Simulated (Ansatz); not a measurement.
## Lattice dynamics of Hf (model cell, started as body-centred cubic)

Wanted: phonon frequencies of Hf (model cell, started as body-centred cubic) and what follows from them.

Main program and level: Ansatz 0.2.0; DFT PBE, scalar-relativistic, plane waves, PAW; PAW set soft_1.

Report form: the programs' logs are mostly left out.

This is not the structure that Hf takes at ambient pressure and room temperature (hexagonal, No. 194); it is a model or a phase of other conditions.

## Step 1: The starting structure

It takes space group Im-3m (No. 229, cubic). Conventional cell: a = 3.530 Å, b = 3.530 Å, c = 3.530 Å, α = 90.00°, β = 90.00°, γ = 90.00°. Nearest to Hf lie 8 Hf at 3.06 Å.

## Step 2: Bringing the structure to rest

Harmonic phonons are second derivatives at a point where the forces vanish, and they are wanted at zero stress, so atoms and cell are relaxed first.

input.yaml reads:

```yaml
crystal:
  lattice:
    - [-1.765, 1.765, 1.765]
    - [1.765, -1.765, 1.765]
    - [1.765, 1.765, -1.765]
  atoms:
    - { symbol: Hf, position: [0.0, 0.0, 0.0] }
kpoints:
  mp_grid: { grid: [16, 16, 16] }
hamiltonian:
  xc: pbe
  pseudopotentials: { kind: paw, azcp: { folder: soft_1 } }
scf:
  occupations: { method: gaussian, width: 0.1 }
output:
  forces: true
  stress: true
  eigenvalues: true
  write_density: true
  write_potential: true
  elf: true
  volumetric_format: npy
relax:
  adjacent_minimum: "off"
  f_tol: 0.005
  max_steps: 80
  cell: { stress_tol: 0.05 }
```

Command:

```sh
$ ansatz run input.yaml --threads 4 --pin off --max-ram 16384MiB --backend cpu --events-out ev --progress --plain --runs-dir out
```

It took 3.7 s on 4 threads of Arm Neoverse V2, shared host; peak memory 0.36 GiB; 13 s of CPU time.

Step by step:

```
step  energy less that of the first step (eV)  largest force component (eV/Å)  pressure (GPa)  volume (Å³)
   1                                   0.0000                          0.0000            1.27        21.99
   2                                   0.0004                          0.0000           -1.34        22.57
   3                                  -0.0010                          0.0000           -0.02        22.27
  4*                                  -0.0011                          0.0000           -0.02        22.27
```

Relaxation steps marked * repeat the geometry before them on a plane-wave basis chosen anew for their cell, so energy and pressure can jump there. Relaxation step 2 was tried and not accepted.

```
conventional cell, symmetrised  before  after  change
                         a (Å)   3.530  3.545  +0.4 %
                         b (Å)   3.530  3.545  +0.4 %
                         c (Å)   3.530  3.545  +0.4 %
              volume (Å³/atom)   21.99  22.27  +1.2 %
```

Final coordinates:

```cif
data_structure
_symmetry_space_group_name_H-M 'P 1'
_symmetry_Int_Tables_number 1
_cell_length_a 3.0697
_cell_length_b 3.0697
_cell_length_c 3.0697
_cell_angle_alpha 109.471
_cell_angle_beta 109.471
_cell_angle_gamma 109.471
_cell_volume 22.27
loop_
_atom_site_label
_atom_site_type_symbol
_atom_site_fract_x
_atom_site_fract_y
_atom_site_fract_z
_atom_site_occupancy
Hf1 Hf 0.00000 0.00000 0.00000 1
```

This step gave:

```
pressure          : -0.02032 GPa
volume per atom   : 22.27 Å³
gap on the k-mesh : 0 eV
```

Valence density in the ac plane of the conventional cell at fractional y = 0.000, with atoms of Hf within 0.2 Å of it. It is the smooth field of the valence electrons, not physical close to the nuclei.

Ten steps, logarithmic in the rise over the least value, from '0' (0 e/Å³) to '9' (53 e/Å³), each cell a mean:
```
98520000001368
76410000000256
43100000000123
11000000000001
00000000000000
00000000000000
00000000000000
00000000000000
00000000000000
00000000000000
32100000000012
65310000000145
87520000001368
98630000001479
```
Columns run along a (3.5 Å), rows up along c (3.5 Å), edges of the conventional cell, whose origin can differ from the input's. Atoms in or near the plane, at fractional coordinates: Hf at (0.00, 0.00).

Electrostatic potential energy in the ac plane of the conventional cell at fractional y = 0.000, with atoms of Hf within 0.2 Å of it. With pseudopotentials it is smooth inside the atoms' cores, unlike the true potential.

Ten even steps from '0' (-16 eV) to '9' (20 eV), each cell a mean:
```
31026899985102
00047899986200
01368999997521
45689999998765
78899999999988
99999999999999
99999999999999
99999999999999
88999999999988
66789999999876
22478999998642
00147999986300
21026899985101
42026899974003
```
Columns run along a (3.5 Å; values clipped at the 3rd and 97th percentile), rows up along c (3.5 Å), edges of the conventional cell, whose origin can differ from the input's. Atoms in or near the plane, at fractional coordinates: Hf at (0.00, 0.00).

ELF in the ac plane of the conventional cell at fractional y = 0.000, with atoms of Hf within 0.2 Å of it. It is the smooth field of the valence electrons, not physical close to the nuclei.

Values, 14 rows by 14 columns, each cell a mean:
```
0.85 0.84 0.74 0.48 0.22 0.21 0.36 0.44 0.31 0.17 0.29 0.59 0.80 0.85
0.81 0.77 0.63 0.38 0.19 0.25 0.42 0.49 0.37 0.19 0.23 0.47 0.70 0.80
0.63 0.56 0.40 0.24 0.20 0.34 0.49 0.55 0.45 0.27 0.18 0.27 0.47 0.59
0.31 0.28 0.21 0.21 0.29 0.44 0.53 0.56 0.51 0.38 0.24 0.18 0.23 0.29
0.16 0.18 0.22 0.31 0.42 0.50 0.52 0.53 0.52 0.48 0.38 0.27 0.19 0.17
0.29 0.32 0.40 0.47 0.52 0.51 0.48 0.47 0.49 0.52 0.51 0.45 0.37 0.31
0.42 0.45 0.52 0.56 0.56 0.51 0.46 0.45 0.47 0.53 0.56 0.55 0.49 0.44
0.34 0.38 0.45 0.52 0.54 0.51 0.47 0.46 0.48 0.52 0.53 0.49 0.42 0.36
0.19 0.22 0.28 0.38 0.47 0.51 0.51 0.51 0.51 0.50 0.44 0.34 0.25 0.21
0.22 0.20 0.18 0.21 0.33 0.47 0.54 0.56 0.52 0.42 0.29 0.20 0.19 0.22
0.51 0.45 0.31 0.20 0.21 0.38 0.52 0.56 0.47 0.31 0.21 0.24 0.38 0.48
0.77 0.71 0.55 0.31 0.18 0.28 0.45 0.52 0.40 0.22 0.21 0.40 0.63 0.74
0.85 0.83 0.71 0.45 0.20 0.22 0.38 0.45 0.32 0.18 0.28 0.56 0.77 0.84
0.85 0.85 0.77 0.51 0.22 0.19 0.34 0.42 0.29 0.16 0.31 0.63 0.81 0.85
```
Columns run along a (3.5 Å), rows up along c (3.5 Å), edges of the conventional cell, whose origin can differ from the input's. Atoms in or near the plane, at fractional coordinates: Hf at (0.00, 0.00).

In this step the volume went from 21.99 to 22.27 Å³/atom.

## Step 3: Tight relaxation

Phonons need a cell at rest on their own settings, so the relaxation is repeated with tight tolerances on forces and stress, using the mesh and the filling of the phonon run that follows.

input.yaml, the sections that differ from step 2:

```yaml
crystal:
  lattice:
    - [-1.7723079981, 1.7723079981, 1.7723079981]
    - [1.7723079981, -1.7723079981, 1.7723079981]
    - [1.7723079981, 1.7723079981, -1.7723079981]
  atoms:
    - { symbol: Hf, position: [0.0, 0.0, 0.0] }
scf:
  occupations: { method: methfessel_paxton, width: 0.2 }
output:
  forces: true
  stress: true
  eigenvalues: true
relax:
  adjacent_minimum: "off"
  f_tol: 0.001
  max_steps: 60
  cell: { stress_tol: 0.01 }
# kpoints, hamiltonian: as in step 2
```

The job ended after 3.3 s (4 threads; peak memory 0.36 GiB; 12 s of CPU time).

Little changed from the start: no atom moved by 0.005 Å and no cell edge by 0.1 %.

Numbers from this step:

```yaml
pressure: -1.22e-4 GPa
volume_per_atom: 22.26 Å³
```

The forces vanish by symmetry and the pressure is 0.000 GPa, within the tolerances set. The cell now holds 22.26 Å³/atom.

## Step 4: The dispersion

Stability and thermal properties need the whole zone. Linear response on a 4×4×4 q mesh gives force constants as far as a supercell of that size would.

input.yaml, the sections that differ from step 3:

```yaml
crystal:
  lattice:
    - [-1.772003176, 1.772003176, 1.772003176]
    - [1.772003176, -1.772003176, 1.772003176]
    - [1.772003176, 1.772003176, -1.772003176]
  atoms:
    - { symbol: Hf, position: [0.0, 0.0, 0.0] }
output:
  eigenvalues: true
phonons:
  method: dfpt
  qmesh: [4, 4, 4]
  temperatures: { t_max: 1000, t_step: 50 }
  qpath:
    path:
      - [[0.0, 0.0, 0.0], [0.5, -0.5, 0.5], [0.0, 0.0, 0.5], [0.0, 0.0, 0.0], [0.25, 0.25, 0.25], [0.5, -0.5, 0.5]]
      - [[0.25, 0.25, 0.25], [0.0, 0.0, 0.5]]
    npoints: 10
# kpoints, hamiltonian, scf: as in step 3
# relax: removed
```

Wall time 2.7 min (4 threads); peak memory 4 GiB; 10 min of CPU time.

Numbers from this step:

* sum-rule residual before enforcement: 1.03e-5 eV/Å²
* lowest frequency on the path: -91.56 cm⁻¹
* highest frequency on the path or at a solved wavevector: 130.0 cm⁻¹
* lowest mode on the q mesh (acoustic modes at Γ apart): -91.32 cm⁻¹

Frequencies (cm⁻¹) solved at each irreducible wavevector; negative means imaginary. Frequencies by wavevector, by row:

```
q in reciprocal lattice units  star  mode 1  mode 2  mode 3
                        0 0 0     1       0       0       0
                     0 0 0.25    12   -49.5    56.4    90.3
                     0 0 -0.5     6   -91.3    89.5    93.3
                  0 0.25 0.25    24   -55.6    47.2   106.3
               0.25 0.25 0.25     2   -53.9   -53.9   -53.9
              0.25 0.25 -0.25     6    70.5    91.5    91.5
               0.25 -0.5 -0.5    12    93.9   113.5   115.5
               -0.5 -0.5 -0.5     1     130     130     130
```

Interpolated from a 4×4×4 q mesh. Phonon branches along the path, in cm⁻¹:

```
    point  branch 1  branch 2  branch 3
        Γ         0         0         0
  halfway        70        92        92
        H       130       130       130
  halfway        94       114       116
        N       -91        90        93
  halfway       -50        56        90
        Γ         0         0         0
  halfway       -48       -48       114
        P       -54       -54       -54
  halfway        82       101       101
        H       130       130       130
jump to P       -54       -54       -54
  halfway       -90        59        78
        N       -91        90        93
```

Tetrahedra on a 24×24×24 mesh, mean over bins of 2 cm-1. Interpolated from a 4×4×4 q mesh. Phonon density of states against wavenumber; read off at these points:

```
wavenumber (cm⁻¹)  phonon density of states (1/cm⁻¹/cell)
            -91.0                                 0.00248
            -85.0                                  0.0096
            -79.0                                  0.0138
            -77.0                                  0.0156
            -73.0                                  0.0125
            -67.0                                  0.0102
            -61.0                                 0.00975
            -55.0                                 0.00925
            -49.0                                   0.009
            -43.0                                 0.00818
            -37.0                                 0.00724
            -31.0                                 0.00602
            -25.0                                  0.0054
            -19.0                                 0.00458
            -13.0                                 0.00423
             -7.0                                 0.00409
             -1.0                                 0.00382
              5.0                                  0.0039
             11.0                                 0.00463
             17.0                                 0.00486
             23.0                                 0.00563
             29.0                                 0.00663
             35.0                                 0.00789
             41.0                                 0.00966
             47.0                                  0.0110
             53.0                                  0.0128
             59.0                                  0.0142
             65.0                                  0.0158
             71.0                                  0.0174
             77.0                                  0.0200
             83.0                                  0.0229
             89.0                                  0.0281
             95.0                                  0.0385
            101.0                                  0.0491
            107.0                                  0.0513
            113.0                                  0.0276
            119.0                                  0.0163
            125.0                                  0.0118
            131.0                                  3.0e-5
```

Second derivatives of the energy by pair, one row for each kind of neighbour of each atom listed. Each entry sums the pair over the periodic images of the supercell that the q mesh stands for, and in a polar crystal it holds the long-range dipole part too. Force constants by pair, by row:

```
atom  neighbour  distance (Å)  third of the trace (eV/Å²)  along the pair's line (eV/Å²)
 Hf1     itself             0                       3.388                              –
 Hf1         Hf         3.069                     -0.7099                         -2.136
 Hf1         Hf         3.544                      0.6393                          1.191
 Hf1         Hf         5.012                     -0.0918                        -0.4729
 Hf1         Hf         5.877                      0.0054                        7.00e-4
 Hf1         Hf         6.138                     -0.0399                         0.0641
 Hf1         Hf         7.088                     -0.1548                        -0.3355
```

Symmetry leaves 8 wavevectors to solve. The lowest mode among them, the acoustic zeros apart, lies at q = (0, 0, -0.5) and is imaginary, 91.3i cm⁻¹, so the energy falls along it.

## Step 5: Outcome

```yaml
space_group_after_relaxation_within_0p01_a: Im-3m
volume_per_atom: 22.3 Å³
electronic_character: no gap on this mesh
lowest_mode_on_the_q_mesh_acoustic_modes_at_gamma_apart: -91.3 cm⁻¹
highest_frequency_on_the_path_or_at_a_solved_wavevector: 130 cm⁻¹
imaginary_modes_on_the_4x4x4_q_mesh: yes
```

What this shows: Modes are clearly imaginary (beyond 10i cm⁻¹) at 4 of the 8 irreducible wavevectors, most at q = (0, 0, -0.5) (91.3i cm⁻¹), so this structure is not a minimum of the energy. With no gap, or one that is small against the smearing, the frequencies hang on the k mesh and the smearing, most of all near Kohn anomalies. Spin-orbit coupling is left out, which can matter for the heavy elements here. The starting cell was built on a prototype and not taken from a measurement, so the phase need not exist. These are harmonic frequencies at zero temperature: anharmonic shifts, linewidths and thermal expansion are left out.

[Logs are printed without paths, hosts, clocks, repeated set-up lines and the standing remarks that a program may print on its own settings, such as how far it seeks lower states.]

[Hosts, paths, dates, database ids (printed as entryN), source tags and the programs' standing remarks are cut or masked in the printed files.]
